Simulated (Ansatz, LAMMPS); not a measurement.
# Compressing and expanding glassy 30Al2O3-70P2O5 (mol %) (128 atoms)

Aim: relax glassy 30Al2O3-70P2O5 (mol %) (128 atoms), then change its volume to read the bulk modulus from the stress.

Calculated with Ansatz 0.2.0; Kohn-Sham DFT, PBEsol, PAW (set soft_2), plane waves.

**1. Starting point**

The cell holds 128 atoms: 12 Al, 28 P and 88 O. Its edges and angles: a = 11.908 Å, b = 11.908 Å, c = 11.908 Å, α = 90.0°, β = 90.0°, γ = 90.0°. 128 atoms (12 Al, 28 P, 88 O) placed at random at 2.49 g/cm³, melted at 4000 K for 10 ps at fixed volume with the Morse and Coulomb pair potential with partial charges (Pedone, Malavasi, Menziani, Cormack and Segre, J. Phys. Chem. B 110, 11780 (2006)). Quenched from 4000 K to 300 K at 100 K/ps and fixed volume, held 10 ps at zero pressure.

What the set-up can't give: The quench rate of 100 K/ps far exceeds what a furnace or splat quench reaches, so expect more defects and frozen-in strain than in a real sample. The network of bonds at the start is that of the classical potential that made the cell, and needn't be the one that DFT or experiment would give. Sampling is at Γ alone.

**2. Single point at the start**

The forces at the start show how far the geometry lies from a minimum of this functional.

input.yaml reads:

```yaml
crystal:
  lattice:
    - [11.90826, 0.0, 0.0]
    - [0.0, 11.90826, 0.0]
    - [0.0, 0.0, 11.90826]
  atoms:
    - { symbol: Al, position: [0.90256, 0.24258, 0.73043] }
    - { symbol: Al, position: [0.16744, 0.69669, 0.33089] }
    - { symbol: Al, position: [0.00231, 0.54333, 0.02483] }
    - { symbol: Al, position: [0.55247, 0.22941, 0.83682] }
    - { symbol: Al, position: [0.50069, 0.25857, 0.45284] }
    - { symbol: Al, position: [0.62794, 0.74846, 0.77919] }
    - { symbol: Al, position: [0.29373, 0.26152, 0.22111] }
    - { symbol: Al, position: [0.56816, 0.61648, 0.15601] }
    - { symbol: Al, position: [0.84784, 0.17967, 0.29522] }
    - { symbol: Al, position: [0.14482, 0.14866, 0.75043] }
    - { symbol: Al, position: [0.11571, 0.34102, 0.62771] }
    - { symbol: Al, position: [0.33322, 0.39502, 0.79107] }
    - { symbol: P, position: [0.12785, 0.91288, 0.15446] }
    - { symbol: P, position: [0.51442, 0.84158, 0.01525] }
    - { symbol: P, position: [0.26886, 0.84141, 0.94805] }
    - { symbol: P, position: [0.25661, 0.57417, 0.9713] }
    - { symbol: P, position: [0.07733, 0.28671, 0.37455] }
    - { symbol: P, position: [0.86314, 0.97179, 0.1168] }
    - { symbol: P, position: [0.03145, 0.90557, 0.74864] }
    - { symbol: P, position: [0.39703, 0.84982, 0.62688] }
    - { symbol: P, position: [0.33804, 0.52546, 0.21378] }
    - { symbol: P, position: [0.75618, 0.59253, 0.34248] }
    - { symbol: P, position: [0.81971, 0.37123, 0.94681] }
    - { symbol: P, position: [0.82742, 0.74606, 0.9869] }
    - { symbol: P, position: [0.9885, 0.52105, 0.30435] }
    - { symbol: P, position: [0.7971, 0.99712, 0.70784] }
    - { symbol: P, position: [0.99614, 0.56575, 0.65464] }
    - { symbol: P, position: [0.59286, 0.49514, 0.91318] }
    - { symbol: P, position: [0.41615, 0.49322, 0.56198] }
    - { symbol: P, position: [0.62469, 0.25836, 0.20728] }
    - { symbol: P, position: [0.39464, 0.11466, 0.64199] }
    - { symbol: P, position: [0.29822, 0.02953, 0.31535] }
    [... 90 atom lines left out ...]
    - { symbol: O, position: [0.24006, 0.02977, 0.42616] }
    - { symbol: O, position: [0.13843, 0.80398, 0.21984] }
    - { symbol: O, position: [0.90585, 0.92252, 0.71187] }
    - { symbol: O, position: [0.48086, 0.15469, 0.7242] }
    - { symbol: O, position: [0.04138, 0.23361, 0.69896] }
    - { symbol: O, position: [0.95235, 0.85923, 0.38476] }
kpoints:
  mp_grid: { grid: [1, 1, 1] }
hamiltonian:
  xc: pbesol
scf:
  occupations: { method: fermi_dirac, width: 0.05 }
output:
  forces: true
```

Run with:

```bash
$ ansatz run input.yaml --threads 4 --pin off --max-ram 8192MiB --backend cpu --events-out ev --progress --plain --runs-dir out
```

Output:

```text
Engine: ansatz 0.2.0, x86_64-unknown-linux-gnu
Pseudopotentials: kind: paw
Pseudopotential: Al, paw, valence charge 3, recommended cutoff 420 eV (normal), Al.paw.azcp
Pseudopotential: P, paw, valence charge 5, recommended cutoff 420 eV (normal), P.paw.azcp
Pseudopotential: O, paw, valence charge 6, recommended cutoff 420 eV (normal), O.paw.azcp
[... 3 lines on functional and potentials left out ...]
Crystal: 128 atoms, lattice volume = 1688.671 Å³
Basis set: ecut = 420 eV, 32987 PW (Γ), exchange–correlation on 160×160×160 points (8 copies of the dense FFT grid, shifted against one another)
Bands: 480, of which v1, the nominal top of the filled ones, is band 352 counted from 1 (351 counted from 0)
Symmetry: 1 space group operations
Space group: P1 (ITA 1), of the structure as read, at distance tolerance 1.2e-4 Å
k-points: 1
[... 10 lines on functional and potentials left out ...]
Initial density: superposition of atomic densities (neutral atoms: chi_scale 0, normalization atom), corrected by the library's trained network
Initial wavefunctions: pseudopotential atomic-orbital guess
Functional: x = pbesol(κ = 0.804, μ = 0.123457), c = pbesol(β = 0.046)
SCF iter   1: F=—  HF=-76428.957479 eV  |F-HF|=—  |Δ(HF+E_count)|=         —  Δρ=1.17e-2  dr2=2.21e0  ethr=1.77e-3  ⟨swp⟩=7.0  Hψ=2532  notcnv=0  defer=107
preconditioner: auto → Resta (q_TF=auto, 2.358 Å⁻¹)  ε∞=3.1  [insulator: Δε(μ)=1.930 eV  Ē_g=16.407 eV  σ=0.050 eV  W_gap=1.00  n_scr=364 (ndim 8)  ℏωp=24.0 eV  f_vac=0.174  D(μ)=0.00/eV (n_scr^D=0)  ε∞_Penn≈3.1]
SCF iter   2: F=—  HF=-76428.356529 eV  |F-HF|=—  |Δ(HF+E_count)|=   6.01e-1  Δρ=2.92e-3  dr2=2.41e-1  ethr=3.14e-4  ⟨swp⟩=3.0  Hψ=807  notcnv=0  defer=120
SCF iter   3: F=—  HF=-76428.300280 eV  |F-HF|=—  |Δ(HF+E_count)|=   5.62e-2  Δρ=1.46e-3  dr2=8.56e-2  ethr=3.43e-5  ⟨swp⟩=3.0  Hψ=634  notcnv=0  defer=48
automatic band count: iteration 3 solves 408 bands in place of 480: the levels show a gap, and the empty bands left out lie too high to hold charge; the band table lists the bands solved (type scf.n_extra_bands for more)
SCF iter   4: F=—  HF=-76428.274668 eV  |F-HF|=—  |Δ(HF+E_count)|=   2.56e-2  Δρ=1.03e-3  dr2=1.60e-2  ethr=1.22e-5  ⟨swp⟩=3.0  Hψ=742  notcnv=0  defer=48
SCF iter   5: F=—  HF=-76428.271593 eV  |F-HF|=—  |Δ(HF+E_count)|=   3.07e-3  Δρ=3.45e-4  dr2=1.99e-3  ethr=2.27e-6  ⟨swp⟩=3.0  Hψ=689  notcnv=0  defer=48
SCF iter   6: F=—  HF=-76428.271764 eV  |F-HF|=—  |Δ(HF+E_count)|=   1.70e-4  Δρ=1.24e-4  dr2=2.55e-4  ethr=2.83e-7  ⟨swp⟩=3.0  Hψ=721  notcnv=0  defer=48
SCF iter   7: F=—  HF=-76428.271805 eV  |F-HF|=—  |Δ(HF+E_count)|=   4.14e-5  Δρ=5.18e-5  dr2=4.13e-5  ethr=3.62e-8  ⟨swp⟩=3.0  Hψ=714  notcnv=0  defer=48
SCF iter   8: F=—  HF=-76428.272221 eV  |F-HF|=—  |Δ(HF+E_count)|=   4.16e-4  Δρ=1.62e-5  dr2=4.55e-6  ethr=5.87e-9  ⟨swp⟩=3.0  Hψ=793  notcnv=0  defer=48
SCF iter   9: F=—  HF=-76428.272227 eV  |F-HF|=—  |Δ(HF+E_count)|=   6.20e-6  Δρ=1.02e-5  dr2=1.52e-6  ethr=6.47e-10  ⟨swp⟩=3.0  Hψ=727  notcnv=0  defer=48
SCF iter  10: F=—  HF=-76428.272227 eV  |F-HF|=—  |Δ(HF+E_count)|=   4.62e-7  Δρ=2.88e-6  dr2=1.45e-7  ethr=2.15e-10  ⟨swp⟩=3.0  Hψ=680  notcnv=0  defer=48
SCF iter  11: F=-76428.272228 eV  HF=-76428.272228 eV  |F-HF|=1.14e-8  |Δ(HF+E_count)|=   2.00e-7  Δρ=1.45e-6  dr2=3.22e-8  ethr=1.42e-11  ⟨swp⟩=6.0  Hψ=1529  notcnv=0
SCF 1 converged in 11 iterations: F = -76428.272228 eV  dr2 = 3.22e-8
  greatest PAW one-centre occupation: 0.876 electrons in one spin orbital (limit 2), on the O atom at site 67 (counted from 0), in its partial waves of l = 0
SCF converged after 11 iterations
Free energy (F): -76428.272228 eV
Harris-Foulkes:  -76428.272228 eV  (|F-HF|=1.14e-8)
Internal energy: -76428.269790 eV  (E = F + TS)
E sigma→0 (E₀):  -76428.271009 eV
Entropy (-TS):   -0.002438 eV (-0.019 meV/atom)
Fermi energy:    5.000627 eV
--- Per-component energies (eV) ---
  E_band       = -3738.239493
  E_kinetic    = 18129.569634
  E_local      = -49995.218206  (includes V_loc(G=0)·N_el)
  E_nonlocal   = 5237.436701
  E_hartree    = 18357.795711
  E_xc         = -8638.200502
  E_vxc        = -10334.300284  (∫ρ·V_xc dr)
  E_paw        = -34454.376650  (= ΣΔE_a)
  E_vpaw       = -3491.541064  (= ΣTr[D̂ρ^β])
  E_aug_tail   = 0.223938  (compensation charges beyond the density's cutoff)
  E_ewald      = -25070.126110
  E_core_change = 4.625694  (= ΣΔE_core)
  E_smearing   = -0.002438  (= −TS)
  E_closure    = -0.000000  (closes the sum)
  Σ components = -76428.272228   (vs F -76428.272228, Δ=0.00e0)
--- Forces (eV/Å), atoms counted from 1 ---
  atom   1  Al    -2.49403571     0.20413657     0.03028413
  atom   2  Al     1.83119489     1.02430326     0.04471547
  atom   3  Al    -3.14911438     0.83882427     0.38100785
  atom   4  Al    -0.75796849     1.79220191    -0.46729560
  atom   5  Al     1.39544180     2.06731610    -0.69779125
  atom   6  Al     1.43671906    -0.53115898     1.64577975
  atom   7  Al    -1.04030278    -0.43605686    -1.59879148
  atom   8  Al    -0.27032200     1.09142858    -2.91359020
  atom   9  Al    -2.02744556    -0.09406646    -0.29910153
  atom  10  Al     1.45052421    -0.77667648     1.99269835
  atom  11  Al    -0.25767173     2.00215211     0.44774729
  atom  12  Al     0.76475441    -0.26783071    -0.21516924
  atom  13  P      2.06717610    -2.65707523     2.63146483
  atom  14  P      2.43235796    -3.79960079    -2.47421808
[...]
atom 127  O     -0.20382265     0.17523458    -0.74953210
  atom 128  O     -1.05824215    -0.74480505    -0.32158084
  max |Σ_I F_I| component: 4.88e-5 eV/Å
```

Run time: 25 s. Hardware: 4 threads of Intel Xeon Platinum 8259CL at 2.50GHz (Skylake/Cascade Lake), shared host; peak memory 2.4 GiB.

The r.m.s. force at the start is 1.5 eV/Å.

**3. Cell and atoms relaxed**

Cell and atoms are freed together, to release stress as well as forces.

input.yaml reads:

```yaml
crystal:
  lattice:
    - [11.90826, 0.0, 0.0]
    - [0.0, 11.90826, 0.0]
    - [0.0, 0.0, 11.90826]
  atoms:
    [... the 128 atom lines of step 2 ...]
kpoints:
  mp_grid: { grid: [1, 1, 1] }
hamiltonian:
  xc: pbesol
scf:
  occupations: { method: fermi_dirac, width: 0.05 }
output:
  forces: true
relax:
  f_tol: 0.05
  max_steps: 150
  cell: {}
```

Output:

```text
[...]
Crystal: 128 atoms, lattice volume = 1688.671 Å³
Basis set: ecut = 420 eV, 32987 PW (Γ), exchange–correlation on 160×160×160 points (8 copies of the dense FFT grid, shifted against one another)
Bands: 480, of which v1, the nominal top of the filled ones, is band 352 counted from 1 (351 counted from 0)
Symmetry: 1 space group operations
[...]
k-points: 1
[...]
SCF iter   1: F=—  HF=-76428.957477 eV  |F-HF|=—  |Δ(HF+E_count)|=         —  Δρ=1.17e-2  dr2=2.21e0  ethr=1.77e-3  ⟨swp⟩=7.0  Hψ=2532  notcnv=0  defer=107
[...]
SCF iter  11: F=-76428.272228 eV  HF=-76428.272228 eV  |F-HF|=8.72e-9  |Δ(HF+E_count)|=   2.13e-7  Δρ=1.57e-6  dr2=3.72e-8  ethr=1.42e-11  ⟨swp⟩=5.0  Hψ=1503  notcnv=0
SCF 1 converged in 11 iterations: F = -76428.272228 eV  dr2 = 3.72e-8
[...]
relax step   1: F+E_penalty+E_count = -76428.27222753 eV  Δ(F+E_penalty+E_count) = +0.000e0 eV  max|allowed force component| = 5.308e0 eV/Å  Δτ_max = 0.0000 Å  P = +0.434 GPa  Ω = 1688.671 Å³  (11 SCF iters, dr2 threshold 1.00e-7 eV, accepted)
[... from here on, the SCF cycles and remarks between the steps are left out ...]
relax step   2: F+E_penalty+E_count = -76434.13265506 eV  Δ(F+E_penalty+E_count) = -5.860e0 eV  max|allowed force component| = 3.529e0 eV/Å  Δτ_max = 0.1466 Å  P = +0.394 GPa  Ω = 1662.346 Å³  energy of the carried Pulay correction = +1.099e-1 eV  (8 SCF iters, dr2 threshold 1.28e-5 eV, accepted)
relax step   3: F+E_penalty+E_count = -76439.81657014 eV  Δ(F+E_penalty+E_count) = -5.684e0 eV  max|allowed force component| = 1.723e0 eV/Å  Δτ_max = 0.1960 Å  P = +0.248 GPa  Ω = 1644.397 Å³  energy of the carried Pulay correction = +1.858e-1 eV  (8 SCF iters, dr2 threshold 1.28e-5 eV, accepted)
relax step   4: F+E_penalty+E_count = -76441.62327750 eV  Δ(F+E_penalty+E_count) = -1.807e0 eV  max|allowed force component| = 1.001e0 eV/Å  Δτ_max = 0.2000 Å  P = +0.209 GPa  Ω = 1639.644 Å³  energy of the carried Pulay correction = +2.061e-1 eV  (7 SCF iters, dr2 threshold 1.28e-5 eV, accepted)
relax step   5: F+E_penalty+E_count = -76442.90233672 eV  Δ(F+E_penalty+E_count) = -1.279e0 eV  max|allowed force component| = 9.264e-1 eV/Å  Δτ_max = 0.1941 Å  P = -0.467 GPa  Ω = 1636.495 Å³  energy of the carried Pulay correction = +2.195e-1 eV  (8 SCF iters, dr2 threshold 1.28e-5 eV, accepted)
relax step   6: F+E_penalty+E_count = -76443.57996662 eV  Δ(F+E_penalty+E_count) = -6.776e-1 eV  max|allowed force component| = 7.635e-1 eV/Å  Δτ_max = 0.2000 Å  P = -0.314 GPa  Ω = 1633.041 Å³  energy of the carried Pulay correction = +2.343e-1 eV  (7 SCF iters, dr2 threshold 1.28e-5 eV, accepted)
relax step   7: F+E_penalty+E_count = -76443.98129000 eV  Δ(F+E_penalty+E_count) = -4.013e-1 eV  max|allowed force component| = 2.271e0 eV/Å  Δτ_max = 0.1955 Å  P = -0.036 GPa  Ω = 1626.359 Å³  energy of the carried Pulay correction = +2.629e-1 eV  (8 SCF iters, dr2 threshold 1.28e-5 eV, accepted)
relax step   8: F+E_penalty+E_count = -76444.61147154 eV  Δ(F+E_penalty+E_count) = -6.302e-1 eV  max|allowed force component| = 5.277e-1 eV/Å  Δτ_max = 0.2000 Å  P = -0.041 GPa  Ω = 1624.415 Å³  energy of the carried Pulay correction = +2.713e-1 eV  (8 SCF iters, dr2 threshold 1.28e-5 eV, accepted)
relax step   9: F+E_penalty+E_count = -76444.87928955 eV  Δ(F+E_penalty+E_count) = -2.678e-1 eV  max|allowed force component| = 3.163e-1 eV/Å  Δτ_max = 0.2000 Å  P = -0.007 GPa  Ω = 1619.050 Å³  energy of the carried Pulay correction = +2.944e-1 eV  (7 SCF iters, dr2 threshold 1.28e-5 eV, accepted)
relax step  10: F+E_penalty+E_count = -76445.05841045 eV  Δ(F+E_penalty+E_count) = -1.791e-1 eV  max|allowed force component| = 2.812e-1 eV/Å  Δτ_max = 0.2000 Å  P = +0.060 GPa  Ω = 1618.319 Å³  energy of the carried Pulay correction = +2.976e-1 eV  (8 SCF iters, dr2 threshold 6.25e-6 eV, accepted)
relax step  11: F+E_penalty+E_count = -76445.20780160 eV  Δ(F+E_penalty+E_count) = -1.494e-1 eV  max|allowed force component| = 3.999e-1 eV/Å  Δτ_max = 0.2000 Å  P = -0.053 GPa  Ω = 1614.892 Å³  energy of the carried Pulay correction = +3.124e-1 eV  (8 SCF iters, dr2 threshold 4.94e-6 eV, accepted)
relax step  12: F+E_penalty+E_count = -76445.24747017 eV  Δ(F+E_penalty+E_count) = -3.967e-2 eV  max|allowed force component| = 4.592e-1 eV/Å  Δτ_max = 0.0885 Å  P = -0.201 GPa  Ω = 1613.705 Å³  energy of the carried Pulay correction = +3.176e-1 eV  (7 SCF iters, dr2 threshold 9.99e-6 eV, accepted)
relax step  13: F+E_penalty+E_count = -76445.37398112 eV  Δ(F+E_penalty+E_count) = -1.265e-1 eV  max|allowed force component| = 3.557e-1 eV/Å  Δτ_max = 0.2000 Å  P = +0.152 GPa  Ω = 1610.227 Å³  energy of the carried Pulay correction = +3.326e-1 eV  (7 SCF iters, dr2 threshold 1.28e-5 eV, accepted)
relax step  14: F+E_penalty+E_count = -76445.38610645 eV  Δ(F+E_penalty+E_count) = -1.213e-2 eV  max|allowed force component| = 3.432e-1 eV/Å  Δτ_max = 0.1583 Å  P = -0.305 GPa  Ω = 1613.326 Å³  energy of the carried Pulay correction = +3.192e-1 eV  (7 SCF iters, dr2 threshold 7.91e-6 eV, accepted)
[...]
relax step  37: F+E_penalty+E_count = -76446.50144692 eV  Δ(F+E_penalty+E_count) = -1.908e-2 eV  max|allowed force component| = 9.298e-2 eV/Å  Δτ_max = 0.1000 Å  P = +0.020 GPa  Ω = 1595.410 Å³  energy of the carried Pulay correction = +3.973e-1 eV  (8 SCF iters, dr2 threshold 4.39e-7 eV, accepted)
relax step  38: F+E_penalty+E_count = -76446.51680374 eV  Δ(F+E_penalty+E_count) = -1.536e-2 eV  max|allowed force component| = 9.440e-2 eV/Å  Δτ_max = 0.0718 Å  P = +0.044 GPa  Ω = 1593.033 Å³  energy of the carried Pulay correction = +4.077e-1 eV  (8 SCF iters, dr2 threshold 5.40e-7 eV, accepted)
relax step  39: F+E_penalty+E_count = -76446.49968678 eV  Δ(F+E_penalty+E_count) = +1.712e-2 eV  max|allowed force component| = 1.470e-1 eV/Å  Δτ_max = 0.0355 Å  P = -0.152 GPa  Ω = 1596.795 Å³  energy of the carried Pulay correction = +3.912e-1 eV  (7 SCF iters, dr2 threshold 5.57e-7 eV, rejected (line search))
relax step  40: F+E_penalty+E_count = -76446.51736776 eV  Δ(F+E_penalty+E_count) = -5.640e-4 eV  max|allowed force component| = 3.331e-2 eV/Å  Δτ_max = 0.0178 Å  P = +0.028 GPa  Ω = 1594.241 Å³  energy of the carried Pulay correction = +4.024e-1 eV  (11 SCF iters, accepted)
relax step  41: F+E_penalty+E_count = -76446.28612316 eV  Δ(F+E_penalty+E_count) = +2.312e-1 eV  max|allowed force component| = 3.263e-2 eV/Å  Δτ_max = 0.0000 Å  P = -0.264 GPa  Ω = 1594.241 Å³  stress off target by 4.57e-1 GPa  SCF on the basis re-selected at this cell (its energy is not comparable with the rows above)  (7 SCF iters)
relax step  42: F+E_penalty+E_count = -76446.32201276 eV  Δ(F+E_penalty+E_count) = -3.589e-2 eV  max|allowed force component| = 1.020e-1 eV/Å  Δτ_max = 0.1000 Å  P = +0.024 GPa  Ω = 1585.398 Å³  energy of the carried Pulay correction = +3.853e-2 eV  (8 SCF iters, dr2 threshold 5.22e-7 eV, rejected (line search))
relax step  43: F+E_penalty+E_count = -76446.33496984 eV  Δ(F+E_penalty+E_count) = -4.885e-2 eV  max|allowed force component| = 8.260e-2 eV/Å  Δτ_max = 0.0365 Å  P = +0.210 GPa  Ω = 1584.557 Å³  energy of the carried Pulay correction = +4.205e-2 eV  (11 SCF iters, accepted)
relax step  44: F+E_penalty+E_count = -76446.33743412 eV  Δ(F+E_penalty+E_count) = -2.464e-3 eV  max|allowed force component| = 9.539e-2 eV/Å  Δτ_max = 0.0398 Å  P = -0.035 GPa  Ω = 1585.289 Å³  energy of the carried Pulay correction = +3.885e-2 eV  (8 SCF iters, dr2 threshold 4.26e-7 eV, accepted)
relax step  45: F+E_penalty+E_count = -76446.33876324 eV  Δ(F+E_penalty+E_count) = -1.329e-3 eV  max|allowed force component| = 5.528e-2 eV/Å  Δτ_max = 0.0259 Å  P = +0.007 GPa  Ω = 1585.445 Å³  energy of the carried Pulay correction = +3.818e-2 eV  (7 SCF iters, dr2 threshold 5.69e-7 eV, accepted)
relax step  46: F+E_penalty+E_count = -76446.34115257 eV  Δ(F+E_penalty+E_count) = -2.389e-3 eV  max|allowed force component| = 2.435e-2 eV/Å  Δτ_max = 0.0217 Å  P = -0.004 GPa  Ω = 1585.068 Å³  energy of the carried Pulay correction = +3.979e-2 eV  (7 SCF iters, dr2 threshold 1.91e-7 eV, accepted)
relax step  47: F+E_penalty+E_count = -76446.30280439 eV  Δ(F+E_penalty+E_count) = +3.835e-2 eV  max|allowed force component| = 2.456e-2 eV/Å  Δτ_max = 0.0000 Å  P = -0.034 GPa  Ω = 1585.068 Å³  stress off target by 6.26e-2 GPa  SCF on the basis re-selected at this cell (its energy is not comparable with the rows above)  (6 SCF iters)
relax step  48: F+E_penalty+E_count = -76446.30743683 eV  Δ(F+E_penalty+E_count) = -4.632e-3 eV  max|allowed force component| = 9.659e-3 eV/Å  Δτ_max = 0.0067 Å  P = +0.001 GPa  Ω = 1584.169 Å³  energy of the carried Pulay correction = +3.930e-3 eV  (8 SCF iters, dr2 threshold 9.78e-9 eV, accepted)
relax step  49: F+E_penalty+E_count = -76446.30333598 eV  Δ(F+E_penalty+E_count) = +4.101e-3 eV  max|allowed force component| = 9.637e-3 eV/Å  Δτ_max = 0.0000 Å  P = -0.001 GPa  Ω = 1584.169 Å³  stress off target by 7.90e-3 GPa  SCF on the basis re-selected at this cell (its energy is not comparable with the rows above)  (5 SCF iters)
[...]
SCF converged after 5 iterations
Free energy (F): -76446.303336 eV
[...]
Internal energy: -76446.303336 eV  (E = F + TS)
E sigma→0 (E₀):  -76446.303336 eV
Fermi energy:    5.826713 eV
[...]
--- Forces (eV/Å), atoms counted from 1 ---
  atom   1  Al     0.00397613     0.00112366     0.00075798
  atom   2  Al     0.00128251     0.00045497     0.00016483
  atom   3  Al    -0.00098269     0.00191571     0.00050563
  atom   4  Al    -0.00088332    -0.00090997    -0.00121571
  atom   5  Al    -0.00120766     0.00053022    -0.00241370
  atom   6  Al    -0.00016225     0.00071433     0.00173115
  atom   7  Al    -0.00468546    -0.00530386    -0.00328807
  atom   8  Al     0.00024370     0.00184593     0.00165337
  atom   9  Al    -0.00384231     0.00195295     0.00034228
  atom  10  Al    -0.00341177     0.00445296    -0.00061543
  atom  11  Al     0.00002790     0.00089498    -0.00374945
  atom  12  Al     0.00337566     0.00052713     0.00367913
  atom  13  P     -0.00420326    -0.00038597    -0.00090915
  atom  14  P      0.00072567     0.00026156    -0.00231742
[...]
atom 127  O      0.00064699     0.00215907     0.00142012
  atom 128  O     -0.00087510     0.00051499    -0.00074840
  max |Σ_I F_I| component: 4.35e-5 eV/Å
--- Stress (GPa, compression-positive) ---
        0.001822       0.005106      -0.001367
        0.005106       0.003223       0.000922
       -0.001365       0.000922      -0.007388
  P = ⅓ Tr σ = -0.0008 GPa (-0.008 kbar)
--- Relaxed structure (46 steps of the walk, 40 accepted, 3 SCFs on fresh bases) ---
  F+E_penalty+E_count = -76446.30333598 eV   max|allowed force component| = 9.637e-3 eV/Å   (the final SCF, on the basis selected at the relaxed cell)
  cell:  # Å, volume = 1584.1695 Å³
    - [11.867617, -0.028349, -0.063673]
    - [-0.028349, 11.590528, 0.349625]
    - [-0.063673, 0.349625, 11.527828]
  atoms:
    - { symbol: Al, position: [0.882843, 0.212654, 0.750635] }
    - { symbol: Al, position: [0.225506, 0.660751, 0.363898] }
    - { symbol: Al, position: [-0.00800976, 0.568423, -0.011486] }
    - { symbol: Al, position: [0.513826, 0.238089, 0.876627] }
[...]
- { symbol: O, position: [0.950034, 0.893804, 0.412040] }
```

The job ended after 20 min (4 threads; peak memory 2.5 GiB).

The relaxation converged after 46 steps, with a largest force component of 0.0096 eV/Å.

[end of part 1 of 3]

[Long decimals in the printed logs are rounded to 6 places.]

[Logs are printed without paths, hosts, clocks, repeated set-up lines and the standing remarks that a program may print on its own settings, such as how far it seeks lower states.]

[Hosts, paths, dates, database ids (printed as entryN), source tags and the programs' standing remarks are cut or masked in the printed files.]
